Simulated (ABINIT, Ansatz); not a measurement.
Entries from a set of simulations; values are calculated unless marked as measured.

```
A GW chain in ABINIT: KCaCl3 (Pm-3m)
1.0
     5.39352    0.00000    0.00000
     0.00000    5.39352    0.00000
     0.00000    0.00000    5.39352
K Ca Cl
1 1 3
Direct
  0.00000 0.00000 0.00000
  0.50000 0.50000 0.50000
  0.00000 0.50000 0.50000
  0.50000 0.00000 0.50000
  0.50000 0.50000 0.00000
# method: RPA screening on PBEsol, plane waves, norm-conserving pseudopotentials (and 2 further levels or steps)
# program: ABINIT 10.8.3
# settings: cutoff 33 Ha, PseudoDojo scalar-relativistic 0.4.1 standard, norm-conserving, ngkpt (2, 2, 2), nband 274, ecuteps 6.5 Ha, inclvkb 2, shiftk (0, 0, 0), symchi 1, awtr 1, frequency ppm, 2×2×2 k-mesh
# cost: 4 runs, 12 min in all on 4 MPI ranks of Arm Neoverse N1, shared host
# notes: The cell and positions are those that the Materials Project relaxed with its own functionals (PBE, PBE+U or r2SCAN), kept fixed. The 2×2×2 mesh is coarse for this cell, which bears on the long-range parts of exchange and screening.
# PBEsol gap: 4.65 eV, indirect
# G0W0 gap on the mesh: 7.22 eV
# GW settings: 2×2×2 mesh, 274 bands, screening to 176.9 eV, Godby-Needs plasmon pole
# known limits: short of the basis limit; coarse k mesh
```

[Long decimals in the printed logs are rounded to 6 places.]

[Logs are printed without paths, hosts, clocks, repeated set-up lines and the standing remarks that a program may print on its own settings, such as how far it seeks lower states.]

[Paths, hosts, dates, memory and timing lines, banners, echoed tables and standing remarks are left out of the program output; an Ansatz launch command may be rebuilt from the run's recorded settings. Measured values are a selection of at most five: reports struck by readers or far from the other reports are left out. None is set beside runs whose start may be inverted or whose files or cutoffs have a known fault.]

[Runs of the session that timed out or met a known fault of the program may be left out.]

[Hosts, paths, dates, database ids (printed as entryN), source tags and the programs' standing remarks are cut or masked in the printed files.]

[G0W0 gaps are taken among the corrected bands and points alone; a level outside them can change the order at an edge.]

[Where Ansatz stands beside ABINIT at settings called matched, ABINIT's density can come from a denser mesh and the files from another edition; pairs whose starting gaps differed by over 0.03 eV were left out, so agreement reads better than it is.]
